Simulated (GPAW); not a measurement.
# Mg K-edge XANES of MgO (Periclase, Fm-3m)

Aim: the near-edge shape at the Mg K edge of MgO (Periclase, Fm-3m), and what the core hole does to it.

Method: X-ray absorption from dipole matrix elements to empty bands, plane-wave PAW PBE, in GPAW 26.7.0.

Report form: the programs' logs are mostly left out.

The database entry behind the starting cell differs from later determinations by our own check (about 0.1 % long), so it need not match the best structure at ambient conditions.

### Step 1. The structure

Symmetry: Fm-3m, No. 225, cubic system. Conventional cell: a = 4.217 Å, b = 4.217 Å, c = 4.217 Å, α = 90.00°, β = 90.00°, γ = 90.00°. Nearest to Mg lie 6 O at 2.11 Å. Nearest to O lie 6 Mg at 2.11 Å. Farther neighbours and most contacts between anions are not listed.

Coordinates:

```cif
data_structure
_symmetry_space_group_name_H-M 'Fm-3m'
_symmetry_Int_Tables_number 225
_cell_length_a 4.2170
_cell_length_b 4.2170
_cell_length_c 4.2170
_cell_angle_alpha 90.000
_cell_angle_beta 90.000
_cell_angle_gamma 90.000
_cell_volume 74.99
loop_
_atom_site_label
_atom_site_type_symbol
_atom_site_symmetry_multiplicity
_atom_site_Wyckoff_symbol
_atom_site_fract_x
_atom_site_fract_y
_atom_site_fract_z
_atom_site_occupancy
Mg1 Mg 4 a 0.00000 0.00000 0.00000 1
O1 O 4 b 0.50000 0.00000 0.00000 1
```

### Step 2. The field without a hole

A plain self-consistent run shows whether there is a gap, which decides the set-up of the core-hole run.

Input file scf.py:

```python
import numpy as np
from ase import Atoms
from gpaw import GPAW, PW, FermiDirac, Mixer, MixerDif, setup_paths
from gpaw.test import gen
setup_paths.insert(0, '.')
gen('Mg', name='nch1s', xcname='PBE', corehole=(1, 0, 0), write_xml=True)

atoms = Atoms('MgO',
    cell=[[0, 2.1085, 2.1085],
     [2.1085, 0, 2.1085],
     [2.1085, 2.1085, 0]],
    scaled_positions=[[0, 0, 0],
     [0.5, 0.5, 0.5]],
    pbc=True)
atoms.calc = calc = GPAW(legacy_gpaw=True, mode=PW(500), xc='PBE', setups={0: 'nch1s'},
    kpts={'size': (10, 10, 10), 'gamma': True}, occupations=FermiDirac(0.05),
    charge=0, mixer=Mixer(0.1, 5, 50), maxiter=150,
    convergence={'density': 0.0001}, txt='scf.txt')
energy = atoms.get_potential_energy() + calc.get_reference_energy()
ef = calc.get_fermi_level()
out = dict(energy=energy, fermi=ef, forces=atoms.get_forces().tolist())
print(f'all-electron energy {energy:.4f} eV, Fermi level {ef:.4f} eV')
ev = np.array([[calc.get_eigenvalues(k, s) for k in range(len(calc.get_ibz_k_points()))] for s in range(calc.get_number_of_spins())])
out['homo'], out['lumo'], out['counts'] = ev[ev < ef].max(), ev[ev > ef].min(), sorted(set((ev < ef).sum((0, 2)).tolist()))
import json
json.dump(out, open('out.json', 'w'))
```

Launch:

```
> OMP_NUM_THREADS=1 python scf.py
```

Wall time 5.5 s (1 thread of Arm Neoverse V2, shared host); peak memory 0.14 GiB.

The mesh shows a gap of 4.74 eV, so the hole is first treated in a charged cell, without the excited electron.

### Step 3. Spectrum without a core hole, Mg atom 1

Without a hole the spectrum is the empty density of states of the right symmetry on the absorber, weighted by matrix elements. It needs only the small cell and serves as the baseline. The data set with a hole of occupation 0 only carries the core orbital.

The absorber has 6 O at 2.11 Å (octahedral, site symmetry m-3m).

Input file xas.py:

```python
import numpy as np
from ase import Atoms
from gpaw import GPAW, PW, FermiDirac, Mixer, MixerDif, setup_paths
from gpaw.test import gen
setup_paths.insert(0, '.')
gen('Mg', name='nch1s', xcname='PBE', corehole=(1, 0, 0), write_xml=True)

atoms = Atoms('MgO',
    cell=[[0, 2.1085, 2.1085],
     [2.1085, 0, 2.1085],
     [2.1085, 2.1085, 0]],
    scaled_positions=[[0, 0, 0],
     [0.5, 0.5, 0.5]],
    pbc=True)
atoms.calc = calc = GPAW(legacy_gpaw=True, mode=PW(500), xc='PBE', setups={0: 'nch1s'},
    kpts={'size': (10, 10, 10), 'gamma': True}, occupations=FermiDirac(0.02),
    charge=0, mixer=Mixer(0.1, 5, 50), maxiter=150,
    convergence={'density': 0.0001}, txt='scf.txt')
energy = atoms.get_potential_energy() + calc.get_reference_energy()
ef = calc.get_fermi_level()
out = dict(energy=energy, fermi=ef, forces=atoms.get_forces().tolist())
print(f'all-electron energy {energy:.4f} eV, Fermi level {ef:.4f} eV')
ev = np.array([[calc.get_eigenvalues(k, s) for k in range(len(calc.get_ibz_k_points()))] for s in range(calc.get_number_of_spins())])
out['homo'], out['lumo'], out['counts'] = ev[ev < ef].max(), ev[ev > ef].min(), sorted(set((ev < ef).sum((0, 2)).tolist()))

from gpaw.xas import XAS
nb = int(calc.get_number_of_electrons() / 2) + 15
nscf = calc.fixed_density(kpts={'size': (9, 9, 9), 'gamma': True},
    convergence={'eigenstates': 1.0}, txt='nscf.txt')
nscf.diagonalize_full_hamiltonian(nbands=nb)
cell = atoms.cell.array
ops = [cell.T @ U.T @ np.linalg.inv(cell.T) for U in nscf.wfs.kd.symmetry.op_scc]
cut = (out['homo'] + out['lumo']) / 2  # filled below, empty above
E = np.arange(-25, 34, 0.1)
fwhm = np.interp(E, [4, 25], [0.9, 3.5])
Y, X, zero, highest = 0, 0, 1e9, 1e9
for spin in range(nscf.get_number_of_spins()):
    xas = XAS(nscf, mode='all', center=0, spin=spin)
    eps = xas.eps_kn
    d = xas.sigma_cmkn  # core-to-band dipole matrix elements, k weights included
    T = np.einsum('amkn,bmkn->abkn', d, d.conj()).real
    T = sum(np.einsum('ai,ijkn,bj->abkn', R, T, R) for R in ops) / len(ops)
    zero, highest = min(zero, eps[eps > cut].min()), min(highest, eps[:, -1].min())
    lines = [(eps, T)] if spin == 0 else lines + [(eps, T)]
for eps, T in lines:
    f = np.einsum('aakn->akn', T).reshape(3, -1)
    x = eps.ravel() - zero
    w = np.interp(x, E, fwhm) / 2.35482
    g = np.exp(-0.5 * ((E[:, None] - x) / w) ** 2) / (w * (2 * np.pi) ** 0.5)
    Y = Y + (f * (x >= 0)) @ g.T
    X = X + (f * (x < 0)) @ g.T
out.update(E=E.round(2).tolist(), xas=Y.tolist(), xes=X.tolist(), zero=zero, valid=highest - zero, nk=len(eps), nb=nb)
for i in range(0, len(E), 10):
    print(f'{E[i]:7.2f}', *(f'{v:10.3e}' for v in Y[:, i]))
import json
json.dump(out, open('out.json', 'w'))
```

Launch:

```
> OMP_NUM_THREADS=1 python xas.py
```

Wall time 17 s (1 thread); peak memory 0.18 GiB.

The Mg K spectrum, Mg atom 1, no core hole (energy from the lowest empty level; intensity scaled to a mean of 1 over the first 20 eV):

| E (eV) | intensity |
| --- | --- |
| -2.0 | 0.00 |
| -1.0 | 0.00 |
| 0.0 | 0.00 |
| 1.0 | 0.01 |
| 2.0 | 0.06 |
| 3.0 | 0.34 |
| 4.0 | 0.64 |
| 5.0 | 0.75 |
| 6.0 | 0.48 |
| 7.0 | 0.51 |
| 8.0 | 0.83 |
| 9.0 | 0.92 |
| 10.0 | 0.97 |
| 11.0 | 1.70 |
| 12.0 | 3.05 |
| 13.0 | 2.98 |
| 14.0 | 1.94 |
| 15.0 | 1.24 |
| 16.0 | 0.82 |
| 17.0 | 0.68 |
| 18.0 | 0.73 |
| 19.0 | 0.82 |
| 20.0 | 0.96 |
| 21.0 | 1.10 |
| 22.0 | 1.17 |
| 23.0 | 1.19 |
| 24.0 | 1.16 |
| 25.0 | 1.02 |
| 26.0 | 0.80 |
| 27.0 | 0.63 |
| 28.0 | 0.54 |
| 29.0 | 0.49 |
| 30.0 | 0.44 |
| 31.0 | 0.38 |
| 32.0 | 0.36 |

Main maxima below 24 eV (height): 4.8 eV (0.77), 12.4 eV (3.27) and 23.2 eV (1.19). A K edge sees empty p states on the absorber.

The same matrix elements for filled bands give the Mg K emission of Mg atom 1 (ground-state approximation; energy from the lowest empty level, largest value 1):

| E (eV) | emission |
| --- | --- |
| -24.00 | 0.00 |
| -23.25 | 0.00 |
| -22.50 | 0.00 |
| -21.75 | 0.07 |
| -21.00 | 0.47 |
| -20.25 | 0.36 |
| -19.50 | 0.01 |
| -18.75 | 0.00 |
| -18.00 | 0.00 |
| -17.25 | 0.00 |
| -16.50 | 0.00 |
| -15.75 | 0.00 |
| -15.00 | 0.00 |
| -14.25 | 0.00 |
| -13.50 | 0.00 |
| -12.75 | 0.00 |
| -12.00 | 0.00 |
| -11.25 | 0.00 |
| -10.50 | 0.00 |
| -9.75 | 0.01 |
| -9.00 | 0.29 |
| -8.25 | 0.91 |
| -7.50 | 0.56 |
| -6.75 | 0.74 |
| -6.00 | 1.00 |
| -5.25 | 0.52 |
| -4.50 | 0.07 |
| -3.75 | 0.00 |
| -3.00 | 0.00 |
| -2.25 | 0.00 |
| -1.50 | 0.00 |
| -0.75 | 0.00 |
| 0.00 | 0.00 |
| 0.75 | 0.00 |
| 1.50 | 0.00 |
| 2.25 | 0.00 |
| 3.00 | 0.00 |

Emission maxima: -20.6 eV (0.58), -8.2 eV (0.91) and -6.0 eV (1.00).

### Step 4. Reference energy of the supercell

The photon energy needs a difference of total energies, so the cell and mesh of the coming hole run are first run without a hole.

Edit scf.py of step 2 so:

```diff
@@ -7,11 +7,25 @@
 
-atoms = Atoms('MgO',
-    cell=[[0, 2.1085, 2.1085],
-     [2.1085, 0, 2.1085],
-     [2.1085, 2.1085, 0]],
+atoms = Atoms('Mg8O8',
+    cell=[[0, 4.217, 4.217],
+     [4.217, 0, 4.217],
+     [4.217, 4.217, 0]],
     scaled_positions=[[0, 0, 0],
-     [0.5, 0.5, 0.5]],
+     [0, 0, 0.5],
+     [0, 0.5, 0],
+     [0.5, 0, 0],
+     [0, 0.5, 0.5],
+     [0.5, 0, 0.5],
+     [0.5, 0.5, 0],
+     [0.5, 0.5, 0.5],
+     [0.25, 0.25, 0.25],
+     [0.25, 0.25, 0.75],
+     [0.25, 0.75, 0.25],
+     [0.75, 0.25, 0.25],
+     [0.25, 0.75, 0.75],
+     [0.75, 0.25, 0.75],
+     [0.75, 0.75, 0.25],
+     [0.75, 0.75, 0.75]],
     pbc=True)
 atoms.calc = calc = GPAW(legacy_gpaw=True, mode=PW(500), xc='PBE', setups={0: 'nch1s'},
-    kpts={'size': (10, 10, 10), 'gamma': True}, occupations=FermiDirac(0.05),
+    kpts={'size': (4, 4, 4), 'gamma': True}, occupations=FermiDirac(0.02),
     charge=0, mixer=Mixer(0.1, 5, 50), maxiter=150,
```

Launch:

```
> OMP_NUM_THREADS=1 python scf.py
```

The job ended after 68 s (1 thread; peak memory 0.32 GiB).

Reference energy: -60018.242 eV with the cores included.

### Step 5. Spectrum with FCH, Mg atom 1

The holes are 6.0 Å apart. In GPAW the data set carries the hole's charge, so charge=0 means a charged cell and charge=-1 a neutral one. The excited electron is left out and a uniform background balances the charge. After the field has converged, empty bands are computed with the density fixed and the dipole matrix elements are summed.

Edit xas.py of step 3 so:

```diff
@@ -5,13 +5,27 @@
 setup_paths.insert(0, '.')
-gen('Mg', name='nch1s', xcname='PBE', corehole=(1, 0, 0), write_xml=True)
+gen('Mg', name='fch1s', xcname='PBE', corehole=(1, 0, 1), write_xml=True)
 
-atoms = Atoms('MgO',
-    cell=[[0, 2.1085, 2.1085],
-     [2.1085, 0, 2.1085],
-     [2.1085, 2.1085, 0]],
+atoms = Atoms('Mg8O8',
+    cell=[[0, 4.217, 4.217],
+     [4.217, 0, 4.217],
+     [4.217, 4.217, 0]],
     scaled_positions=[[0, 0, 0],
-     [0.5, 0.5, 0.5]],
+     [0, 0, 0.5],
+     [0, 0.5, 0],
+     [0.5, 0, 0],
+     [0, 0.5, 0.5],
+     [0.5, 0, 0.5],
+     [0.5, 0.5, 0],
+     [0.5, 0.5, 0.5],
+     [0.25, 0.25, 0.25],
+     [0.25, 0.25, 0.75],
+     [0.25, 0.75, 0.25],
+     [0.75, 0.25, 0.25],
+     [0.25, 0.75, 0.75],
+     [0.75, 0.25, 0.75],
+     [0.75, 0.75, 0.25],
+     [0.75, 0.75, 0.75]],
     pbc=True)
-atoms.calc = calc = GPAW(legacy_gpaw=True, mode=PW(500), xc='PBE', setups={0: 'nch1s'},
-    kpts={'size': (10, 10, 10), 'gamma': True}, occupations=FermiDirac(0.02),
+atoms.calc = calc = GPAW(legacy_gpaw=True, mode=PW(500), xc='PBE', setups={0: 'fch1s'},
+    kpts={'size': (4, 4, 4), 'gamma': True}, occupations=FermiDirac(0.02),
     charge=0, mixer=Mixer(0.1, 5, 50), maxiter=150,
@@ -26,4 +40,4 @@
 from gpaw.xas import XAS
-nb = int(calc.get_number_of_electrons() / 2) + 15
-nscf = calc.fixed_density(kpts={'size': (9, 9, 9), 'gamma': True},
+nb = int(calc.get_number_of_electrons() / 2) + 92
+nscf = calc.fixed_density(kpts={'size': (5, 5, 5), 'gamma': True},
     convergence={'eigenstates': 1.0}, txt='nscf.txt')
@@ -33,3 +47,3 @@
 cut = (out['homo'] + out['lumo']) / 2  # filled below, empty above
-E = np.arange(-25, 34, 0.1)
+E = np.arange(-6, 34, 0.1)
 fwhm = np.interp(E, [4, 25], [0.9, 3.5])
```

Launch:

```
> OMP_NUM_THREADS=1 python xas.py
```

Wall time 21 min (1 thread); peak memory 1.8 GiB.

The Mg K spectrum, Mg atom 1, full core hole (charged cell) (energy from the lowest empty level; intensity scaled to a mean of 1 over the first 20 eV):

| E (eV) | intensity |
| --- | --- |
| -2.0 | 0.00 |
| -1.5 | 0.00 |
| -1.0 | 0.00 |
| -0.5 | 0.00 |
| 0.0 | 0.00 |
| 0.5 | 0.01 |
| 1.0 | 0.02 |
| 1.5 | 0.04 |
| 2.0 | 0.06 |
| 2.5 | 0.23 |
| 3.0 | 0.80 |
| 3.5 | 1.38 |
| 4.0 | 1.75 |
| 4.5 | 2.06 |
| 5.0 | 1.71 |
| 5.5 | 1.44 |
| 6.0 | 1.22 |
| 6.5 | 0.87 |
| 7.0 | 0.73 |
| 7.5 | 1.04 |
| 8.0 | 1.64 |
| 8.5 | 2.04 |
| 9.0 | 2.00 |
| 9.5 | 1.94 |
| 10.0 | 2.09 |
| 10.5 | 2.26 |
| 11.0 | 2.30 |
| 11.5 | 2.12 |
| 12.0 | 1.70 |
| 12.5 | 1.19 |
| 13.0 | 0.80 |
| 13.5 | 0.59 |
| 14.0 | 0.51 |
| 14.5 | 0.48 |
| 15.0 | 0.46 |
| 15.5 | 0.43 |
| 16.0 | 0.40 |
| 16.5 | 0.39 |
| 17.0 | 0.39 |
| 17.5 | 0.41 |
| 18.0 | 0.44 |
| 18.5 | 0.49 |
| 19.0 | 0.54 |
| 19.5 | 0.58 |
| 20.0 | 0.62 |
| 20.5 | 0.65 |
| 21.0 | 0.66 |
| 21.5 | 0.67 |
| 22.0 | 0.68 |
| 22.5 | 0.69 |
| 23.0 | 0.69 |
| 23.5 | 0.68 |
| 24.0 | 0.66 |
| 24.5 | 0.62 |
| 25.0 | 0.57 |
| 25.5 | 0.50 |
| 26.0 | 0.44 |
| 26.5 | 0.38 |
| 27.0 | 0.34 |
| 27.5 | 0.31 |
| 28.0 | 0.29 |
| 28.5 | 0.27 |
| 29.0 | 0.26 |

Main maxima below 24 eV (height): 4.5 eV (2.06), 8.7 eV (2.06), 10.9 eV (2.31) and 22.9 eV (0.69). 

The hole costs E(hole) − E(ground) = 1306.50 eV, and the lowest empty level of the hole cell on the spectrum's mesh lies at 9.15 eV, which puts the zero at 1315.65 eV. One term is added: -12.99 eV, since the hole is spin-paired here and a spin-polarised one costs that much less in the free atom (computed apart). The photon energy is then 1302.66 eV. The tabulated edge of the element is 1303 eV. The functional and the charged cell's background leave an error of a few eV in such absolute values.

### Step 6. Excitation energy, Mg atom 1

With the excited electron kept in the cell the system stays neutral, and the energy difference is an excitation energy by itself. In a small cell that electron takes up a good share of the lowest empty band, or all of one, which shifts the value from the true onset.

Changed against the first core-hole run: core hole to XCH, with the smearing that suits a partly filled band.

Edit scf.py of step 4 so:

```diff
@@ -5,3 +5,3 @@
 setup_paths.insert(0, '.')
-gen('Mg', name='nch1s', xcname='PBE', corehole=(1, 0, 0), write_xml=True)
+gen('Mg', name='fch1s', xcname='PBE', corehole=(1, 0, 1), write_xml=True)
 
@@ -28,5 +28,5 @@
     pbc=True)
-atoms.calc = calc = GPAW(legacy_gpaw=True, mode=PW(500), xc='PBE', setups={0: 'nch1s'},
-    kpts={'size': (4, 4, 4), 'gamma': True}, occupations=FermiDirac(0.02),
-    charge=0, mixer=Mixer(0.1, 5, 50), maxiter=150,
+atoms.calc = calc = GPAW(legacy_gpaw=True, mode=PW(500), xc='PBE', setups={0: 'fch1s'},
+    kpts={'size': (4, 4, 4), 'gamma': True}, occupations=FermiDirac(0.04),
+    charge=-1, mixer=Mixer(0.1, 5, 50), maxiter=150,
     convergence={'density': 0.0001}, txt='scf.txt')
```

Launch:

```
> OMP_NUM_THREADS=1 python scf.py
```

Elapsed: 72 s, on 1 thread; peak memory 0.32 GiB.

The total-energy difference is 1317.16 eV. With the free-atom term of -12.99 eV for this edge, the photon energy is 1304.17 eV.

### Step 7. With and without the hole

Both curves are counted from their own zero, so only the shift of weight within the empty states shows.

| E (eV) | no hole | FCH |
| --- | --- | --- |
| -2.0 | 0.00 | 0.00 |
| -1.0 | 0.00 | 0.00 |
| 0.0 | 0.00 | 0.00 |
| 1.0 | 0.01 | 0.02 |
| 2.0 | 0.06 | 0.06 |
| 3.0 | 0.34 | 0.80 |
| 4.0 | 0.64 | 1.75 |
| 5.0 | 0.75 | 1.71 |
| 6.0 | 0.48 | 1.22 |
| 7.0 | 0.51 | 0.73 |
| 8.0 | 0.83 | 1.64 |
| 9.0 | 0.92 | 2.00 |
| 10.0 | 0.97 | 2.09 |
| 11.0 | 1.70 | 2.30 |
| 12.0 | 3.05 | 1.70 |
| 13.0 | 2.98 | 0.80 |
| 14.0 | 1.94 | 0.51 |
| 15.0 | 1.24 | 0.46 |
| 16.0 | 0.82 | 0.40 |
| 17.0 | 0.68 | 0.39 |
| 18.0 | 0.73 | 0.44 |
| 19.0 | 0.82 | 0.54 |
| 20.0 | 0.96 | 0.62 |
| 21.0 | 1.10 | 0.66 |
| 22.0 | 1.17 | 0.68 |
| 23.0 | 1.19 | 0.69 |
| 24.0 | 1.16 | 0.66 |
| 25.0 | 1.02 | 0.57 |
| 26.0 | 0.80 | 0.44 |
| 27.0 | 0.63 | 0.34 |
| 28.0 | 0.54 | 0.29 |
| 29.0 | 0.49 | 0.26 |

With each curve scaled to its own mean, the area from −2 to 6 eV with the hole is 5.1 against 2.1, and the centre of weight from −1 to 20 eV moves by -2.5 eV: the hole pulls the absorber's empty states down.

### Step 8. What came out

```
absorber and edge                               : Mg K, atom 1 of the ground-state input (counted from 1)
surroundings                                    : 6 O at 2.11 Å (octahedral, site symmetry m-3m)
highest intensity below 16 eV                   : 10.9 eV above the zero, height 2.31
photon energy of the zero, with the added terms : 1302.7 eV (raw 1315.7 eV; uncertain by a few eV)
```

What this shows: The Mg K edge of atom 1, with 6 O at 2.11 Å (octahedral, site symmetry m-3m), has its highest intensity of the first 16 eV at 10.9 eV above the zero, near 1314 eV in photon energy (uncertain by a few eV), 2.3 times the mean level of the first 20 eV (Gaussian full width 0.9 eV up to 4 eV, rising linearly to 3.5 eV at 25 eV). With each curve scaled to its own mean, the area from −2 to 6 eV with the hole is 5.1 against 2.1, and the centre of weight from −1 to 20 eV moves by -2.5 eV: the hole pulls the absorber's empty states down. The neutral-cell energy lies +1.5 eV from the charged-cell zero, a gap made of the charged-cell error and of where the added electron settles. The holes are only 6.0 Å apart, so the shape is probably not converged with cell size; no larger cell was run here. The mesh is coarse (0.26 Å⁻¹ between points), so small maxima may be mesh ripples. The structure is a published determination, not relaxed.

[Logs are printed without paths, hosts, clocks, repeated set-up lines and the standing remarks that a program may print on its own settings, such as how far it seeks lower states.]

[Hosts, paths, dates, database ids (printed as entryN), source tags and the programs' standing remarks are cut or masked in the printed files.]

[Lists of maxima count a maximum above −3 eV only where it reaches 4 % of the highest in the window and stands out from its surroundings by 2 % of it (1.5 % where it reaches 55 %); shoulders and weaker maxima are passed over, and of the rest the first, up to two pre-edge ones and the few strongest are named.]
